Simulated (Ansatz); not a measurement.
## Lattice dynamics of CsH (model cell, started as NiAs type)

Task: relax CsH (model cell, started as NiAs type), then find its harmonic phonons.

Main program and level: Ansatz 0.2.0; DFT PBEsol, scalar-relativistic, plane waves, PAW.

The structure was built from a prototype and need not be the compound's stable phase.

**1. The structure**

The structure is hexagonal, space group P6_3/mmc (No. 194). Conventional cell: a = 4.211 Å, b = 4.211 Å, c = 6.738 Å, α = 90.00°, β = 90.00°, γ = 120.00°. Cs has 6 H at 2.96 Å nearest. Nearest to H lie 6 Cs at 2.96 Å. Farther neighbours are not listed.

**2. Bringing the structure to rest**

Harmonic phonons are second derivatives at a point where the forces vanish, and they are wanted at zero stress, so atoms and cell are relaxed first.

The input, input.yaml:

```yaml
crystal:
  lattice:
    - [4.21139, 0.0, 0.0]
    - [-2.10569, 3.64717, 0.0]
    - [0.0, 0.0, 6.73822]
  atoms:
    - { symbol: Cs, position: [0.0, 0.0, 0.0] }
    - { symbol: Cs, position: [0.0, 0.0, 0.5] }
    - { symbol: H, position: [0.333333, 0.666667, 0.25] }
    - { symbol: H, position: [0.666667, 0.333333, 0.75] }
kpoints:
  mp_grid: { grid: [6, 6, 4] }
hamiltonian:
  xc: pbesol
scf:
  occupations: { method: gaussian, width: 0.02 }
output:
  forces: true
  stress: true
  eigenvalues: true
  write_density: true
  write_potential: true
  elf: true
  volumetric_format: npy
relax:
  adjacent_minimum: "off"
  f_tol: 0.005
  max_steps: 80
  cell: { stress_tol: 0.05 }
```

Run with:

```bash
ansatz run input.yaml --threads 4 --pin off --max-ram 7168MiB --backend cpu --events-out ev --progress --plain --runs-dir out
```

Numbers of over 12 decimals in the logs are rounded to 6 here.

The program printed:

```text
Warning: the atoms were moved onto the symmetric positions of the space group found under crystal.symmetry.tolerance 1.0e-5 (fractional; no operation is sought that the atoms, as they stand in a round, miss by more than twice it, and no atom is moved by as much as it), and the run uses the moved positions. Before a round's move an operation carried an atom to 4.21e-6 Å from where it should land, the largest such dist [...]
Engine: ansatz 0.2.0, aarch64-unknown-linux-gnu
Pseudopotentials: kind: paw
Pseudopotential: Cs, paw, valence charge 9, recommended cutoff 420 eV (normal), Cs.paw.azcp
Pseudopotential: H, paw, valence charge 1, recommended cutoff 420 eV (normal), H.paw.azcp
Functional definition: PBEsol
  exchange = pbesol_x
  correlation = pbesol_c
Crystal: 4 atoms, lattice volume = 103.497 Å³
Basis set: ecut = 420 eV, 1997 PW (Γ), exchange–correlation on 60×60×96 points (8 copies of the dense FFT grid, shifted against one another)
Bands: 14, of which v1, the nominal top of the filled ones, is band 10 counted from 1 (9 counted from 0)
Symmetry: 24 space group operations
Space group: P63/mmc (ITA 194), of the structure as read, at distance tolerance 4.7e-5 Å
k-points: 21 of 144
Non-local potential: Cs, projectors of the file, l = 0: 3, l = 1: 2, l = 2: 2, l = 3: 2
Non-local potential: H, projectors of the file, l = 0: 2, l = 1: 1
PAW form: soft (Blöchl's): semilocal exchange-correlation on the pseudo side does not see the compensation charge
PAW frozen core: Cs, regenerated for the run's functional, and the local potential with it (the file was generated under x = pbe(κ = 0.804, μ = 0.219515), c = pbe(β = 0.066725))
PAW one-centre angular grid: Cs, 194 points (default); XC on 64 Gauss nodes
PAW one-centre angular grid: H, 110 points (default); XC on 64 Gauss nodes
Initial density: superposition of atomic densities (neutral atoms: chi_scale 0, normalization atom), corrected by the library's trained network
Initial wavefunctions: pseudopotential atomic-orbital guess
Functional: x = pbesol(κ = 0.804, μ = 0.123457), c = pbesol(β = 0.046)
SCF iter   1: F=—  HF=-11203.216286 eV  |F-HF|=—  |Δ(HF+E_count)|=         —  Δρ=4.38e-3  dr2=1.95e-2  ethr=1.77e-3  ⟨swp⟩=8.0  Hψ=1895  notcnv=0
preconditioner: auto → Resta (q_TF=auto, 2.074 Å⁻¹)  ε∞=2.9  [insulator: Δε(μ)=1.462 eV  Ē_g=10.488 eV  σ=0.020 eV  W_gap=1.00  n_scr=22 (ndim 8)  ℏωp=14.6 eV  f_vac=0.024  D(μ)=0.00/eV (n_scr^D=0)  ε∞_Penn≈2.9]
SCF iter   2: F=—  HF=-11203.210844 eV  |F-HF|=—  |Δ(HF+E_count)|=   5.44e-3  Δρ=1.68e-3  dr2=3.07e-3  ethr=9.77e-5  ⟨swp⟩=2.0  Hψ=635  notcnv=0
SCF iter   3: F=—  HF=-11203.210052 eV  |F-HF|=—  |Δ(HF+E_count)|=   7.91e-4  Δρ=1.97e-4  dr2=3.05e-5  ethr=1.53e-5  ⟨swp⟩=2.0  Hψ=490  notcnv=0
SCF iter   4: F=—  HF=-11203.210073 eV  |F-HF|=—  |Δ(HF+E_count)|=   2.06e-5  Δρ=4.32e-5  dr2=2.29e-6  ethr=1.53e-7  ⟨swp⟩=2.6  Hψ=489  notcnv=0
SCF iter   5: F=—  HF=-11203.210077 eV  |F-HF|=—  |Δ(HF+E_count)|=   3.89e-6  Δρ=1.01e-5  dr2=1.62e-7  ethr=1.14e-8  ⟨swp⟩=2.0  Hψ=455  notcnv=0
SCF iter   6: F=-11203.210077 eV  HF=-11203.210077 eV  |F-HF|=1.32e-8  |Δ(HF+E_count)|=   4.19e-7  Δρ=2.05e-6  dr2=5.65e-9  ethr=5.00e-10  ⟨swp⟩=10.1  Hψ=2258  notcnv=0
SCF 1 converged in 6 iterations: F = -11203.210077 eV  dr2 = 5.65e-9
  greatest PAW one-centre occupation: 0.927 electrons in one spin orbital (limit 2), on the Cs atom at site 1 (counted from 0), in its partial waves of l = 0
relax step   1: F+E_penalty+E_count = -11203.21007726 eV  Δ(F+E_penalty+E_count) = +0.000e0 eV  max|allowed force component| = 4.743e-20 eV/Å  Δτ_max = 0.0000 Å  P = +3.227 GPa  Ω = 103.497 Å³  (6 SCF iters, dr2 threshold 1.00e-7 eV, accepted)
Crystal: 4 atoms, lattice volume = 110.141 Å³
Basis set: ecut = 420 eV, 2105 PW (Γ), exchange–correlation on 60×60×96 points (8 copies of the dense FFT grid, shifted against one another)
Initial density: handed on by an earlier stage of this run
Initial wavefunctions: those handed on with the density
iter 1 solved again at ethr=7.65e-5 eV; its pass at ethr=3.10e-3 eV (dr2=1.53e-2 eV) is discarded
SCF iter   1: F=—  HF=-11203.390115 eV  |F-HF|=—  |Δ(HF+E_count)|=         —  Δρ=3.05e-3  dr2=1.62e-2  ethr=7.65e-5  ⟨swp⟩=2.0  Hψ=2334  notcnv=0
preconditioner: auto → Resta (q_TF=auto, 2.053 Å⁻¹)  ε∞=2.8  [insulator: Δε(μ)=1.701 eV  Ē_g=10.451 eV  σ=0.020 eV  W_gap=1.00  n_scr=22 (ndim 8)  ℏωp=14.2 eV  f_vac=0.034  D(μ)=0.00/eV (n_scr^D=0)  ε∞_Penn≈2.8]
SCF iter   2: F=—  HF=-11203.386040 eV  |F-HF|=—  |Δ(HF+E_count)|=   4.08e-3  Δρ=1.17e-3  dr2=3.00e-3  ethr=7.65e-5  ⟨swp⟩=2.0  Hψ=418  notcnv=0
SCF iter   3: F=—  HF=-11203.385851 eV  |F-HF|=—  |Δ(HF+E_count)|=   1.89e-4  Δρ=3.12e-4  dr2=1.34e-4  ethr=1.50e-5  ⟨swp⟩=2.0  Hψ=418  notcnv=0
SCF iter   4: F=—  HF=-11203.386051 eV  |F-HF|=—  |Δ(HF+E_count)|=   2.00e-4  Δρ=4.25e-5  dr2=4.02e-6  ethr=6.68e-7  ⟨swp⟩=2.0  Hψ=492  notcnv=0
SCF iter   5: F=-11203.386062 eV  HF=-11203.386062 eV  |F-HF|=4.08e-7  |Δ(HF+E_count)|=   1.08e-5  Δρ=1.38e-5  dr2=1.99e-7  ethr=2.00e-9  ⟨swp⟩=11.3  Hψ=2441  notcnv=0
SCF 2 converged in 5 iterations: F = -11203.386062 eV  dr2 = 1.99e-7
relax step   2: F+E_penalty+E_count = -11203.38606201 eV  Δ(F+E_penalty+E_count) = -1.760e-1 eV  max|allowed force component| = 1.225e-19 eV/Å  Δτ_max = 0.0000 Å  P = +1.668 GPa  Ω = 110.141 Å³  energy of the carried Pulay correction = -1.291e-3 eV  (5 SCF iters, dr2 threshold 4.00e-7 eV, accepted)
Crystal: 4 atoms, lattice volume = 117.258 Å³
Basis set: ecut = 420 eV, 2311 PW (Γ), exchange–correlation on 60×60×96 points (8 copies of the dense FFT grid, shifted against one another)
iter 1 solved again at ethr=8.30e-5 eV; its pass at ethr=3.10e-3 eV (dr2=1.66e-2 eV) is discarded
SCF iter   1: F=—  HF=-11203.472849 eV  |F-HF|=—  |Δ(HF+E_count)|=         —  Δρ=2.98e-3  dr2=1.71e-2  ethr=8.30e-5  ⟨swp⟩=1.4  Hψ=2251  notcnv=0
preconditioner: auto → Resta (q_TF=auto, 2.032 Å⁻¹)  ε∞=2.7  [insulator: Δε(μ)=1.853 eV  Ē_g=10.406 eV  σ=0.020 eV  W_gap=1.00  n_scr=22 (ndim 8)  ℏωp=13.7 eV  f_vac=0.035  D(μ)=0.00/eV (n_scr^D=0)  ε∞_Penn≈2.7]
SCF iter   2: F=—  HF=-11203.468335 eV  |F-HF|=—  |Δ(HF+E_count)|=   4.51e-3  Δρ=1.07e-3  dr2=2.94e-3  ethr=8.30e-5  ⟨swp⟩=2.0  Hψ=419  notcnv=0
SCF iter   3: F=—  HF=-11203.468120 eV  |F-HF|=—  |Δ(HF+E_count)|=   2.15e-4  Δρ=3.09e-4  dr2=1.34e-4  ethr=1.47e-5  ⟨swp⟩=2.0  Hψ=419  notcnv=0
SCF iter   4: F=—  HF=-11203.468310 eV  |F-HF|=—  |Δ(HF+E_count)|=   1.90e-4  Δρ=3.89e-5  dr2=3.64e-6  ethr=6.68e-7  ⟨swp⟩=2.0  Hψ=494  notcnv=0
SCF iter   5: F=-11203.468321 eV  HF=-11203.468320 eV  |F-HF|=5.56e-7  |Δ(HF+E_count)|=   1.05e-5  Δρ=1.11e-5  dr2=2.25e-7  ethr=2.00e-9  ⟨swp⟩=11.8  Hψ=2504  notcnv=0
SCF 3 converged in 5 iterations: F = -11203.468321 eV  dr2 = 2.25e-7
relax step   3: F+E_penalty+E_count = -11203.46832082 eV  Δ(F+E_penalty+E_count) = -8.226e-2 eV  max|allowed force component| = 2.304e-19 eV/Å  Δτ_max = 0.0000 Å  P = +0.555 GPa  Ω = 117.258 Å³  energy of the carried Pulay correction = -2.589e-3 eV  (5 SCF iters, dr2 threshold 4.00e-7 eV, accepted)
[...]
relax step   4: F+E_penalty+E_count = -11203.48372553 eV  Δ(F+E_penalty+E_count) = -1.540e-2 eV  max|allowed force component| = 2.801e-19 eV/Å  Δτ_max = 0.0000 Å  P = -0.141 GPa  Ω = 123.037 Å³  energy of the carried Pulay correction = -3.584e-3 eV  (6 SCF iters, dr2 threshold 4.00e-7 eV, accepted)
[...]
relax step   5: F+E_penalty+E_count = -11203.48501866 eV  Δ(F+E_penalty+E_count) = -1.293e-3 eV  max|allowed force component| = 5.782e-19 eV/Å  Δτ_max = 0.0000 Å  P = +0.041 GPa  Ω = 121.112 Å³  energy of the carried Pulay correction = -3.259e-3 eV  (4 SCF iters, dr2 threshold 2.43e-7 eV, accepted)
[...]
relax step   6: F+E_penalty+E_count = -11203.48507303 eV  Δ(F+E_penalty+E_count) = -5.437e-5 eV  max|allowed force component| = 6.505e-19 eV/Å  Δτ_max = 0.0000 Å  P = +0.004 GPa  Ω = 121.588 Å³  energy of the carried Pulay correction = -3.340e-3 eV  (5 SCF iters, dr2 threshold 1.14e-8 eV, accepted)
[...]
relax step   7: F+E_penalty+E_count = -11203.49222568 eV  Δ(F+E_penalty+E_count) = -7.153e-3 eV  max|allowed force component| = 7.138e-19 eV/Å  Δτ_max = 0.0000 Å  P = +0.053 GPa  Ω = 121.588 Å³  stress off target by 8.46e-2 GPa  SCF on the basis re-selected at this cell (its energy is not comparable with the rows above)  (5 SCF iters)
[...]
relax step   8: F+E_penalty+E_count = -11203.49224745 eV  Δ(F+E_penalty+E_count) = -2.177e-5 eV  max|allowed force component| = 7.228e-20 eV/Å  Δτ_max = 0.0000 Å  P = +0.004 GPa  Ω = 122.120 Å³  energy of the carried Pulay correction = -8.503e-5 eV  (4 SCF iters, dr2 threshold 1.79e-8 eV, accepted)
iter 1 solved again at ethr=4.71e-7 eV; its pass at ethr=3.10e-3 eV (dr2=9.42e-5 eV) is discarded
SCF iter   1: F=—  HF=-11203.492316 eV  |F-HF|=—  |Δ(HF+E_count)|=         —  Δρ=1.78e-5  dr2=2.42e-8  ethr=4.71e-7  ⟨swp⟩=3.6  Hψ=2731  notcnv=0
eigensolver tolerance schedule: the retry pair's looser diagonalisation over-reported the residual by 3895.69 of it (diagonalisation noise at 1.45 of the residual, at the tolerance the schedule requests for it); recorded, not acted on — ethr = c·dr2/N_el stays at c = 1.0e-1
preconditioner: auto → Resta (q_TF=auto, 2.018 Å⁻¹)  ε∞=2.7  [insulator: Δε(μ)=2.001 eV  Ē_g=10.354 eV  σ=0.020 eV  W_gap=1.00  n_scr=22 (ndim 8)  ℏωp=13.4 eV  f_vac=0.020  D(μ)=0.00/eV (n_scr^D=0)  ε∞_Penn≈2.7]
SCF iter   2: F=—  HF=-11203.492324 eV  |F-HF|=—  |Δ(HF+E_count)|=   8.50e-6  Δρ=8.93e-6  dr2=7.05e-9  ethr=1.21e-10  ⟨swp⟩=2.4  Hψ=531  notcnv=0
SCF iter   3: F=—  HF=-11203.492326 eV  |F-HF|=—  |Δ(HF+E_count)|=   2.25e-6  Δρ=5.39e-7  dr2=5.35e-10  ethr=3.52e-11  ⟨swp⟩=2.0  Hψ=462  notcnv=0
SCF iter   4: F=-11203.492326 eV  HF=-11203.492326 eV  |F-HF|=1.47e-9  |Δ(HF+E_count)|=   2.62e-9  Δρ=2.50e-7  dr2=3.54e-11  ethr=1.00e-12  ⟨swp⟩=5.1  Hψ=1553  notcnv=0
SCF 9 converged in 4 iterations: F = -11203.492326 eV  dr2 = 3.54e-11
relax step   9: F+E_penalty+E_count = -11203.49232638 eV  Δ(F+E_penalty+E_count) = -7.893e-5 eV  max|allowed force component| = 3.795e-19 eV/Å  Δτ_max = 0.0000 Å  P = +0.004 GPa  Ω = 122.120 Å³  stress off target by 8.23e-3 GPa  SCF on the basis re-selected at this cell (its energy is not comparable with the rows above)  (4 SCF iters)
basis re-selected at this cell: Δ(F+E_penalty+E_count) = -7.893e-5 eV, ΔP = +0.000 GPa vs the last step (what re-selecting the basis moved, of the pressure what is left beyond the Pulay correction that the steps carried, after the strain that the cell walked since its last selection, with what the two solves' SCF thresholds leave and, on support functions, any second-order correction that the steps lacked; it is no m [...]
SCF converged after 4 iterations
Free energy (F): -11203.492326 eV
Harris-Foulkes:  -11203.492326 eV  (|F-HF|=1.47e-9)
Internal energy: -11203.492326 eV  (E = F + TS)
E sigma→0 (E₀):  -11203.492326 eV
Fermi energy:    4.701231 eV
--- Per-component energies (eV) ---
  E_band       = -115.030401
  E_kinetic    = 310.766285
  E_local      = -519.534025  (includes V_loc(G=0)·N_el)
  E_nonlocal   = 64.845793
  E_hartree    = 174.512613
  E_xc         = -363.347740
  E_vxc        = -275.695595  (∫ρ·V_xc dr)
  E_paw        = -9967.789312  (= ΣΔE_a)
  E_vpaw       = -44.436023  (= ΣTr[D̂ρ^β])
  E_aug_tail   = -0.002066  (compensation charges beyond the density's cutoff)
  E_ewald      = -903.232194
  E_core_change = 0.288320  (= ΣΔE_core)
  E_smearing   = -0.000000  (= −TS)
  E_closure    = 0.000000  (closes the sum)
  Σ components = -11203.492326   (vs F -11203.492326, Δ=0.00e0)
--- Forces (eV/Å), atoms counted from 1 ---
  atom   1  Cs     0.00000000     0.00000000    -0.00000000
  atom   2  Cs    -0.00000000     0.00000000     0.00000000
  atom   3  H     -0.00000000     0.00000000     0.00000000
  atom   4  H      0.00000000    -0.00000000    -0.00000000
  max |Σ_I F_I| component: 7.23e-20 eV/Å
--- Stress (GPa, compression-positive) ---
        0.002194      -0.000000       0.000000
       -0.000000       0.002194      -0.000000
        0.000000      -0.000000       0.008226
  P = ⅓ Tr σ = 0.0042 GPa (0.042 kbar)
--- Band table (eV; the first three rows and the last of 21) ---
  k-point 0: bands = [... 6 lower, -4.1308, -4.0070, 1.8147, 3.5595, 6.1339, 7.1204, 8.5574, 8.5574]
  k-point 1: bands = [... 6 lower, -4.1539, -4.1539, 2.0611, 3.2422, 6.5174, 7.3076, 8.6664, 8.6664]
  k-point 2: bands = [... 6 lower, -4.2089, -4.2089, 2.6263, 2.6263, 7.1851, 7.1851, 8.9653, 8.9653]
  k-point 20: bands = [... 6 lower, -4.5828, -4.5828, 3.0804, 3.0804, 7.0167, 7.0167, 8.9183, 8.9183]
--- Relaxed structure (7 steps of the walk, 7 accepted, 2 SCFs on fresh bases) ---
  F+E_penalty+E_count = -11203.49232638 eV   max|allowed force component| = 3.795e-19 eV/Å   (the final SCF, on the basis selected at the relaxed cell)
  cell:  # Å, volume = 122.1197 Å³
    - [4.283412, -2.9361201763877442e-6, 0]
    - [-2.141704, 3.709545, 0]
    - [0, 0, 7.685560]
  atoms:
    - { symbol: Cs, position: [0, 0, 0] }
    - { symbol: Cs, position: [0, 0, 0.5] }
    - { symbol: H, position: [0.333333, 0.666667, 0.25] }
    - { symbol: H, position: [0.666667, 0.333333, 0.750000] }
```

Run time: 6.6 s. Hardware: 4 threads of Arm Neoverse V1, shared host; peak memory 0.42 GiB.

The steps of the relaxation:

| step | energy less that of the first step (eV) | largest force component (eV/Å) | pressure (GPa) | volume (Å³) |
| --- | --- | --- | --- | --- |
| 1 | 0.0000 | 0.0000 | 3.23 | 103.50 |
| 2 | -0.1760 | 0.0000 | 1.67 | 110.14 |
| 3 | -0.2582 | 0.0000 | 0.56 | 117.26 |
| 4 | -0.2736 | 0.0000 | -0.14 | 123.04 |
| 5 | -0.2749 | 0.0000 | 0.04 | 121.11 |
| 6 | -0.2750 | 0.0000 | 0.00 | 121.59 |
| 7* | -0.2821 | 0.0000 | 0.05 | 121.59 |
| 8 | -0.2822 | 0.0000 | 0.00 | 122.12 |
| 9* | -0.2822 | 0.0000 | 0.00 | 122.12 |

Relaxation steps marked * repeat the geometry before them on a plane-wave basis chosen anew for their cell, so energy and pressure can jump there.

Forces are held to the 24 operations that the run works with; a distortion that breaks them can't arise in this run.

| cell as run | before | after | change |
| --- | --- | --- | --- |
| a (Å) | 4.211 | 4.283 | +1.7 % |
| b (Å) | 4.211 | 4.283 | +1.7 % |
| c (Å) | 6.738 | 7.686 | +14.1 % |
| volume (Å³/atom) | 25.87 | 30.53 | +18.0 % |

Final coordinates:

```xyz
4
Lattice="4.2834 0.0000 0.0000 -2.1417 3.7095 0.0000 0.0000 0.0000 7.6856" Properties=species:S:1:pos:R:3 pbc="T T T"
Cs    0.0000    0.0000    0.0000
Cs    0.0000    0.0000    3.8428
H     0.0000    2.4730    1.9214
H     2.1417    1.2365    5.7642
```

Numbers from this step:

```yaml
pressure: 0.004204 GPa
gap_on_the_k_mesh: 2.001 eV
volume_per_atom: 30.53 Å³
direct_gap_on_mesh: 2.001 eV
```

ELF in the ac plane at fractional y = 0.000, with atoms of Cs within 0.2 Å of it. It is the smooth field of the valence electrons, not physical close to the nuclei.

Values, 24 rows by 14 columns, each cell a mean:
```
0.10 0.38 0.82 0.87 0.73 0.29 0.04 0.02 0.09 0.47 0.80 0.88 0.68 0.24
0.63 0.76 0.87 0.83 0.57 0.17 0.04 0.02 0.06 0.30 0.69 0.87 0.85 0.71
0.88 0.88 0.84 0.65 0.29 0.08 0.06 0.07 0.06 0.12 0.43 0.75 0.87 0.88
0.78 0.73 0.56 0.28 0.09 0.09 0.22 0.32 0.17 0.07 0.14 0.38 0.64 0.75
0.35 0.29 0.16 0.07 0.07 0.24 0.56 0.70 0.45 0.14 0.06 0.09 0.21 0.31
0.03 0.03 0.02 0.03 0.10 0.43 0.79 0.88 0.70 0.26 0.07 0.03 0.03 0.03
0.16 0.13 0.08 0.05 0.08 0.33 0.68 0.80 0.58 0.19 0.06 0.05 0.10 0.15
0.64 0.57 0.38 0.16 0.07 0.13 0.35 0.49 0.27 0.08 0.08 0.23 0.47 0.61
0.88 0.87 0.79 0.54 0.20 0.07 0.09 0.12 0.07 0.09 0.31 0.65 0.83 0.87
0.79 0.84 0.88 0.78 0.47 0.12 0.04 0.04 0.05 0.22 0.60 0.84 0.87 0.82
0.27 0.54 0.85 0.87 0.69 0.25 0.04 0.02 0.08 0.42 0.78 0.88 0.76 0.42
0.02 0.22 0.77 0.88 0.76 0.33 0.05 0.01 0.10 0.52 0.83 0.88 0.59 0.09
0.09 0.36 0.81 0.88 0.73 0.29 0.05 0.02 0.09 0.48 0.81 0.88 0.67 0.22
0.65 0.78 0.88 0.83 0.57 0.16 0.04 0.02 0.06 0.30 0.69 0.87 0.85 0.73
0.88 0.88 0.83 0.64 0.29 0.08 0.06 0.08 0.06 0.12 0.42 0.74 0.86 0.88
0.81 0.76 0.59 0.30 0.10 0.08 0.20 0.29 0.15 0.07 0.15 0.41 0.67 0.78
0.31 0.25 0.14 0.06 0.07 0.25 0.59 0.73 0.48 0.14 0.06 0.08 0.18 0.28
0.04 0.04 0.03 0.03 0.10 0.42 0.78 0.87 0.69 0.26 0.07 0.03 0.03 0.04
0.14 0.11 0.06 0.04 0.08 0.33 0.69 0.82 0.59 0.20 0.06 0.04 0.08 0.13
0.67 0.60 0.41 0.18 0.07 0.13 0.33 0.46 0.25 0.08 0.09 0.25 0.50 0.63
0.87 0.85 0.76 0.51 0.19 0.07 0.10 0.14 0.08 0.09 0.29 0.62 0.81 0.87
0.80 0.85 0.88 0.79 0.48 0.12 0.04 0.03 0.05 0.23 0.61 0.84 0.88 0.83
0.27 0.53 0.84 0.87 0.69 0.25 0.04 0.02 0.08 0.42 0.78 0.88 0.75 0.41
0.02 0.22 0.77 0.88 0.76 0.33 0.05 0.01 0.10 0.52 0.83 0.88 0.59 0.09
```
Columns run along a (4.3 Å), rows up along c (7.7 Å). Atoms in or near the plane, at fractional coordinates: Cs at (0.00, 0.00), Cs at (0.00, 0.50).

Electrostatic potential energy in the ac plane at fractional y = 0.000, with atoms of Cs within 0.2 Å of it. With pseudopotentials it is smooth inside the atoms' cores, unlike the true potential.

Ten even steps from '_' (-22 eV) to '@' (8 eV), each cell a mean:
```
..____::**%%@@@@%%%%++..__..
____..==##%%@@@@@@%%**--____
..::==##%%@@@@@@@@@@%%**--..
****##%%@@@@@@@@@@@@%%%%##**
%%%%%%@@@@@@@@@@@@@@@@@@%%%%
%%%%@@@@@@@@@@@@@@@@@@@@%%%%
%%%%%%@@@@@@@@@@@@@@@@@@%%%%
####%%%%@@@@@@@@@@@@@@%%%%##
::--**##%%@@@@@@@@@@%%##++--
____::++%%@@@@@@@@%%##==..__
..____--##%%@@@@@@%%**..____
....__::**%%@@@@%%%%++____..
..____::**%%@@@@%%%%++..__..
____..==##%%@@@@@@%%**--____
..::==##%%@@@@@@@@@@%%**--..
++**##%%@@@@@@@@@@@@%%%%##**
%%%%%%@@@@@@@@@@@@@@@@@@%%%%
%%%%@@@@@@@@@@@@@@@@@@@@%%%%
%%%%%%@@@@@@@@@@@@@@@@@@%%%%
####%%%%@@@@@@@@@@@@@@%%####
--==**##%%@@@@@@@@@@%%##++--
____::++%%%%@@@@@@%%##==..__
..____--##%%@@@@@@%%**..____
....__::**%%@@@@%%%%++____..
```
Columns run along a (4.3 Å; values clipped at the 3rd and 97th percentile), rows up along c (7.7 Å). Atoms in or near the plane, at fractional coordinates: Cs at (0.00, 0.00), Cs at (0.00, 0.50).

Valence density in the ac plane at fractional y = 0.000, with atoms of Cs within 0.2 Å of it. It is the smooth field of the valence electrons, not physical close to the nuclei.

Ten even steps from '_' (0.0 e/Å³) to '@' (1.1 e/Å³), each cell a mean:
```
--##@@**::__________--%%@@++
@@@@%%==..__________::++@@@@
%%##==::____________..::++##
--::..__________________..::
____________________________
____________________________
____________________________
....____________________....
**++--..______________::==++
@@@@**--..__________..==%%@@
++%%@@++::__________--##@@##
__++@@**::________..--%%%%--
::**@@**::__________--%%@@++
@@@@%%==..__________::++@@@@
%%##==::____________..::++##
--::..________________..::--
____________________________
____________________________
____________________________
::....__________________....
**++--..______________..--++
@@@@##--..__________..==%%@@
++%%@@++::__________--##@@##
__++@@**::________..--%%%%--
```
Columns run along a (4.3 Å), rows up along c (7.7 Å). Atoms in or near the plane, at fractional coordinates: Cs at (0.00, 0.00), Cs at (0.00, 0.50).

In this step the volume went from 25.87 to 30.53 Å³/atom.

(Part 1 of 3 ends here.)

[Logs are printed without paths, hosts, clocks, repeated set-up lines and the standing remarks that a program may print on its own settings, such as how far it seeks lower states.]

[Hosts, paths, dates, database ids (printed as entryN), source tags and the programs' standing remarks are cut or masked in the printed files.]
